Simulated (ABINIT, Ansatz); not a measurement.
# Converging GW for CsCdCl3 (Pm-3m) in ABINIT, part 2 of 2

Aim: raise bands and screening cutoff together for CsCdCl3 (Pm-3m) and follow gap and time.

ABINIT 10.8.3; LDA and many-body steps on it, plane waves. Known limits of the many-body steps: not at the basis limit; d shell near the gap, gap tends to lie low; no spin-orbit coupling; coarse k mesh.

So far. Step 3 (Screening, 2×2×2 mesh, 77 bands, screening to 76.2 eV): Local fields lower ε∞ by 9 %. On a Γ-centred mesh this coarse the value itself is usually too large, while a short band sum pulls it down. Step 4 (77 bands, 76.2 eV): The gap on the mesh goes from 1.51 eV to 4.04 eV, a correction of +2.53 eV.

The database entry behind the starting cell is an old determination (1928), so it need not match the best structure at ambient conditions.

## (6) 196 bands, 141.5 eV

This step: G0W0 on LDA, plane waves, norm-conserving pseudopotentials.

run.abi reads:

```
acell 3*1.0 Angstrom
rprim 
  5.200000000000 0.000000000000 0.000000000000
  0.000000000000 5.200000000000 0.000000000000
  0.000000000000 0.000000000000 5.200000000000
ntypat 3
znucl 55 48 17
natom 5
typat 1 2 3 3 3
xred 
  0.000000000000 0.000000000000 0.000000000000
  0.500000000000 0.500000000000 0.500000000000
  0.000000000000 0.500000000000 0.500000000000
  0.500000000000 0.000000000000 0.500000000000
  0.500000000000 0.500000000000 0.000000000000
pp_dirpath "pseudos"
pseudos "Cs.upf, Cd.upf, Cl.upf"
ecut 47
ngkpt 2 2 2
nshiftk 1
shiftk 0 0 0
kptopt 1
chksymbreak 0
istwfk *1
occopt 1
irdwfk 1
optdriver 4
nband 196
gwcalctyp 0
ecutsigx 47
symsigma 1
nkptgw 2
kptgw 
  0.5000000000 0.5000000000 0.5000000000
  0.0000000000 0.0000000000 0.0000000000
bdgw 
  24 28
  23 27
ecuteps 5.2
irdscr 1
ppmodel 1
indata_prefix "in"
outdata_prefix "out"
tmpdata_prefix "tmp"
```

The run is started by

```
OMP_NUM_THREADS=1 mpirun -n 4 abinit run.abi > log
```

Numbers of over 12 decimals in the logs are rounded to 6 here.

Log:

```text
.Version 10.8.3 of ABINIT. v10.8.2 released Aug 2026.

 Symmetries : space group Pm -3 m (#221); Bravais cP (primitive cubic)
[... echo of the input left out ...]
== DATASET  1 ==================================================================
-   mpi_nproc: 4, omp_nthreads: 1 (-1 if OMP is not activated)

--- !DatasetInfo
iteration_state: {dtset: 1, }
dimensions: {natom: 5, nkpt: 4, mband: 196, nsppol: 1, nspinor: 1, nspden: 1, mpw: 14604, }
cutoff_energies: {ecut:  47.0, pawecutdg:  -1.0, }
electrons: {nelect:   5.00000000E+01, charge:   0.00000000E+00, occopt:   1.00000000E+00, tsmear:   1.00000000E-02, }

 SIGMA: Calculation of the GW corrections

 Based on a program developped by R.W. Godby, V. Olevano, G. Onida, and L. Reining.
 Incorporated in ABINIT by V. Olevano, G.-M. Rignanese, and M. Torrent.
.Using double precision arithmetic ; gwpc =  8

[... cell and pseudopotentials left out ...]
--------------------------------------------------------------------------------

 ==== K-mesh for the wavefunctions ====
 Number of points in the irreducible wedge :     4
[... list of points left out ...]
 Together with 48 symmetry operations and time-reversal symmetry
 yields     8 points in the full Brillouin Zone.

 ==== Q-mesh for screening function ====
 Number of points in the irreducible wedge :     4
[... list of points left out ...]
 Together with 48 symmetry operations and time-reversal symmetry
 yields     8 points in the full Brillouin Zone.

 vcoul_init : cutoff-mode = AUXILIARY_FUNCTION
 q-points for optical limit:   1
     1)      0.000010    0.000020    0.000030
 setmesh: FFT mesh size selected  =    64x   64x   64
          total number of points  =       262144

 Number of electrons calculated from density =   50.0000; Expected =   50.0000
[...]
number of omega for Sigma on real axis              0
 max omega for Sigma on real axis  [eV]           0.00
 zcut for avoiding poles [eV]                     0.10

 EPSILON^-1 parameters (SCR file):
 dimension of the eps^-1 matrix on file            515
 dimension of the eps^-1 matrix used               515
 number of plane-waves for wavefunctions         14531
 number of bands                                   196
 number of q-points in IBZ                           4
 number of frequencies                               2
 number of real frequencies                          1
 number of imag frequencies                          1

 matrix elements of self-energy operator (all in [eV])

 Perturbative Calculation

--- !SelfEnergy_ee
iteration_state: {dtset: 1, }
kpoint     : [   0.500,    0.500,    0.500, ]
spin       : 1
KS_gap     :    5.653
QP_gap     :    7.608
Delta_QP_KS:    1.955
data: !SigmaeeData |
     Band     E0 <VxcDFT>   SigX SigC(E0)      Z dSigC/dE  Sig(E)    E-E0       E
       24   1.681 -17.254 -21.080   2.799   0.792  -0.263 -18.068  -0.814   0.867
       25   1.681 -17.254 -21.080   2.799   0.792  -0.263 -18.068  -0.814   0.867
       26   7.334  -9.931  -5.011  -3.553   0.834  -0.199  -8.790   1.141   8.475
[...]
--- !SelfEnergy_ee
iteration_state: {dtset: 1, }
kpoint     : [   0.000,    0.000,    0.000, ]
spin       : 1
KS_gap     :    2.094
QP_gap     :    4.557
Delta_QP_KS:    2.463
data: !SigmaeeData |
     Band     E0 <VxcDFT>   SigX SigC(E0)      Z dSigC/dE  Sig(E)    E-E0       E
[...]
26   3.192 -13.086  -8.162  -3.257   0.823  -0.215 -11.714   1.372   4.564
       27   7.246  -7.982  -3.357  -3.493   0.847  -0.180  -7.023   0.959   8.205

== END DATASET(S) ==============================================================
================================================================================

 -outvars: echo values of variables after computation  --------
           etotal      0.0000000000E+00
            nband         196
             nkpt           4
          spgroup         221
 [... the other variables as echoed above ...]

 Calculation completed.
```

Elapsed: 30 s, on 4 MPI ranks of Intel Xeon Platinum 8375C at 2.90GHz (Ice Lake), shared host; peak memory 2.3 GiB; 2 min of CPU time.

This step gave:

```yaml
g0w0_gap_on_the_points_computed: 3.697 eV
starting_gap_on_the_mesh: 1.511 eV
k_of_the_valence_top: 0.5, 0.5, 0.5
k_of_the_conduction_bottom: 0, 0, 0
z_at_the_valence_top: 0.792
z_at_the_conduction_bottom: 0.823
least_direct_g0w0_gap_on_the_computed_points: 4.557 eV
```

Against G0W0 in ABINIT (2×2×2 mesh, 77 bands, screening to 76.2 eV, Godby-Needs plasmon pole), the gap moves by −0.345 eV.

## (7) Screening, 2×2×2 mesh, 444 bands, screening to 217.7 eV

This step: RPA screening on LDA, plane waves, norm-conserving pseudopotentials.

Edit run.abi of step 6 so:

```diff
@@ -26,17 +26,8 @@
 irdwfk 1
-optdriver 4
-nband 196
-gwcalctyp 0
-ecutsigx 47
-symsigma 1
-nkptgw 2
-kptgw 
-  0.5000000000 0.5000000000 0.5000000000
-  0.0000000000 0.0000000000 0.0000000000
-bdgw 
-  24 28
-  23 27
-ecuteps 5.2
-irdscr 1
-ppmodel 1
+optdriver 3
+nband 444
+ecuteps 8
+inclvkb 2
+awtr 1
+symchi 1
 indata_prefix "in"
```

Log:

```text
.Version 10.8.3 of ABINIT. v10.8.2 released Aug 2026.

 Symmetries : space group Pm -3 m (#221); Bravais cP (primitive cubic)
[... echo of the input left out ...]
== DATASET  1 ==================================================================
-   mpi_nproc: 4, omp_nthreads: 1 (-1 if OMP is not activated)

--- !DatasetInfo
iteration_state: {dtset: 1, }
dimensions: {natom: 5, nkpt: 4, mband: 444, nsppol: 1, nspinor: 1, nspden: 1, mpw: 14604, }
cutoff_energies: {ecut:  47.0, pawecutdg:  -1.0, }
[...]
--------------------------------------------------------------------------------
[... chi0 elements left out ...]
 For q-point:  0.000010 0.000020 0.000030
  dielectric constant =   4.5406
  dielectric constant without local fields =   5.0094

  Average fulfillment of the sum rule on Im[epsilon] for q-point    1 :     82.52  [%]
[... wings left out ...]
  q-point number  2        q = ( 0.500000, 0.000000, 0.000000) [r.l.u.]
--------------------------------------------------------------------------------
[... chi0 elements left out ...]
  Average fulfillment of the sum rule on Im[epsilon] for q-point    2 :     85.57  [%]

 [... 2 further q-points ...]
```

It took 5 min on 4 MPI ranks; peak memory 4.5 GiB.

Numbers from this step:

```
ε∞ with local fields, on this mesh, along the program's q direction : 4.541
the same without local fields                                       : 5.009
plasma frequency                                                    : 22.14 eV
plane waves in the screening matrix                                 : 1021
```

## (8) 444 bands, 217.7 eV

This step: G0W0 on LDA, plane waves, norm-conserving pseudopotentials.

Edit run.abi of step 7 so:

```diff
@@ -26,8 +26,17 @@
 irdwfk 1
-optdriver 3
+optdriver 4
 nband 444
+gwcalctyp 0
+ecutsigx 47
+symsigma 1
+nkptgw 2
+kptgw 
+  0.5000000000 0.5000000000 0.5000000000
+  0.0000000000 0.0000000000 0.0000000000
+bdgw 
+  24 28
+  23 27
 ecuteps 8
-inclvkb 2
-awtr 1
-symchi 1
+irdscr 1
+ppmodel 1
 indata_prefix "in"
```

Log:

```text
.Version 10.8.3 of ABINIT. v10.8.2 released Aug 2026.

 Symmetries : space group Pm -3 m (#221); Bravais cP (primitive cubic)
[... echo of the input left out ...]
== DATASET  1 ==================================================================
-   mpi_nproc: 4, omp_nthreads: 1 (-1 if OMP is not activated)

--- !DatasetInfo
iteration_state: {dtset: 1, }
dimensions: {natom: 5, nkpt: 4, mband: 444, nsppol: 1, nspinor: 1, nspden: 1, mpw: 14604, }
cutoff_energies: {ecut:  47.0, pawecutdg:  -1.0, }
[...]
Band     E0 <VxcDFT>   SigX SigC(E0)      Z dSigC/dE  Sig(E)    E-E0       E
[...]
26   3.192 -13.086  -8.162  -3.590   0.821  -0.217 -11.990   1.096   4.288
       27   7.246  -7.982  -3.357  -3.650   0.846  -0.182  -7.157   0.825   8.070

== END DATASET(S) ==============================================================
================================================================================

 -outvars: echo values of variables after computation  --------
           etotal      0.0000000000E+00
            nband         444
             nkpt           4
          spgroup         221
 [... the other variables as echoed above ...]

 Calculation completed.
```

It took 3.3 min on 4 MPI ranks; peak memory 4.7 GiB; 13 min of CPU time.

This step gave:

```yaml
g0w0_gap_on_the_points_computed: 3.716 eV
starting_gap_on_the_mesh: 1.511 eV
k_of_the_valence_top: 0.5, 0.5, 0.5
k_of_the_conduction_bottom: 0, 0, 0
least_direct_g0w0_gap_on_the_computed_points: 4.559 eV
```

Against G0W0 in ABINIT (2×2×2 mesh, 196 bands, screening to 141.5 eV, Godby-Needs plasmon pole), the gap moves by +0.019 eV.

## (9) The runs together

Times are wall times on 4 MPI ranks of Intel Xeon Platinum 8375C at 2.90GHz (Ice Lake), shared host, good to a factor of about two. A run's time includes the screening step that it read.

| run | mesh | bands | screening cutoff (eV) | DFT gap (eV) | gap on the mesh (eV) | direct (eV) | ε∞ used | time |
| --- | --- | --- | --- | --- | --- | --- | --- | --- |
| 77 bands, 76.2 eV | 2×2×2 | 77 | 76.2 | 1.511 | 4.042 | 4.800 | 4.49 | 41 s |
| 196 bands, 141.5 eV | 2×2×2 | 196 | 141.5 | 1.511 | 3.697 | 4.557 | 4.54 | 2.2 min |
| 444 bands, 217.7 eV | 2×2×2 | 444 | 217.7 | 1.511 | 3.716 | 4.559 | 4.54 | 8.3 min |

## (10) Outcome

```
77 bands, 76.2 eV   : 4.042 eV
196 bands, 141.5 eV : 3.697 eV
444 bands, 217.7 eV : 3.716 eV
known limits        : not at the basis limit; d shell near the gap, gap tends to lie low; no spin-orbit coupling; coarse k mesh
```

In words: From the first rung to the last the gap moves by −0.33 eV for 12 times the time. The gap turns back along the series, so no limit is drawn from it. In the G0W0 runs levels were corrected at 2 k points alone, so a gap called «on the mesh» is the least over those, and an edge elsewhere would be missed. The 2×2×2 mesh is coarse for this cell, which bears on the long-range parts of exchange and screening. This is the ideal cubic cell; many perovskites, halides above all, are cubic only on average, and local tilts or off-centring can widen the gap. A d shell, filled or nearly so, lies near the gap. One-shot GW converges very slowly in bands there, not always from below, and on a semilocal start the gap tends to come out low; starts rich in exact exchange can overshoot instead. The many-body steps are scalar-relativistic: spin-orbit coupling is not in them.

[Paths, hosts, dates, memory and timing lines, banners, echoed tables and standing remarks are left out of the program output.]

[Logs are printed without paths, hosts, clocks, repeated set-up lines and the standing remarks that a program may print on its own settings, such as how far it seeks lower states.]

[Runs of the session that timed out or met a known fault of the program may be left out.]

[Hosts, paths, dates, database ids (printed as entryN), source tags and the programs' standing remarks are cut or masked in the printed files.]

[G0W0 gaps are taken among the corrected bands and points alone; a level outside them can change the order at an edge.]

[Where Ansatz stands beside ABINIT at settings called matched, ABINIT's density can come from a denser mesh and the files from another edition; pairs whose starting gaps differed by over 0.03 eV were left out, so agreement reads better than it is.]
